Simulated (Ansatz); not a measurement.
Rows from a G0W0 calculation on LiMgBN2 (I-4m2) (Ansatz 0.2.0; G0W0 on PBE with a share 0.35 of exact exchange, plane waves, PAW; PAW set soft_1; 6×6×6 mesh, 270 empty bands, screening to 150 eV, PAW set soft_1 files), in eV. Spin-orbit coupling is left out.

| row | Σx | Σc | Vxc | Z |
| --- | --- | --- | --- | --- |
| A | -5.76 | -3.34 | -9.25 | 0.87 |
| B | -4.49 | -2.84 | -7.32 | 0.88 |
| C | -3.58 | -3.20 | -6.85 | 0.88 |
| D | -19.84 | 2.18 | -17.46 | 0.83 |
| E | -4.87 | -2.86 | -7.73 | 0.88 |
| F | -20.70 | 1.93 | -18.63 | 0.83 |

Which rows are filled states and which are empty ones, and how can one tell?

Filled: D and F. Empty: A, B, C and E. The sign of Σc tells: for a filled state bare exchange, which holds its interaction with itself, lies below Vxc (Σx − Vxc is -2.1 eV or lower here) and screening gives part back as a positive Σc. For an empty state Σx lies above Vxc (+2.8 eV or more) and the Coulomb hole leaves Σc negative.

[Runs of the session that timed out or met a known fault of the program may be left out.]

[Cells called generated may have been cut or substituted from an entry of the Crystallography Open Database or the Materials Project.]

[Hosts, paths, dates, database ids (printed as entryN), source tags and the programs' standing remarks are cut or masked in the printed files.]
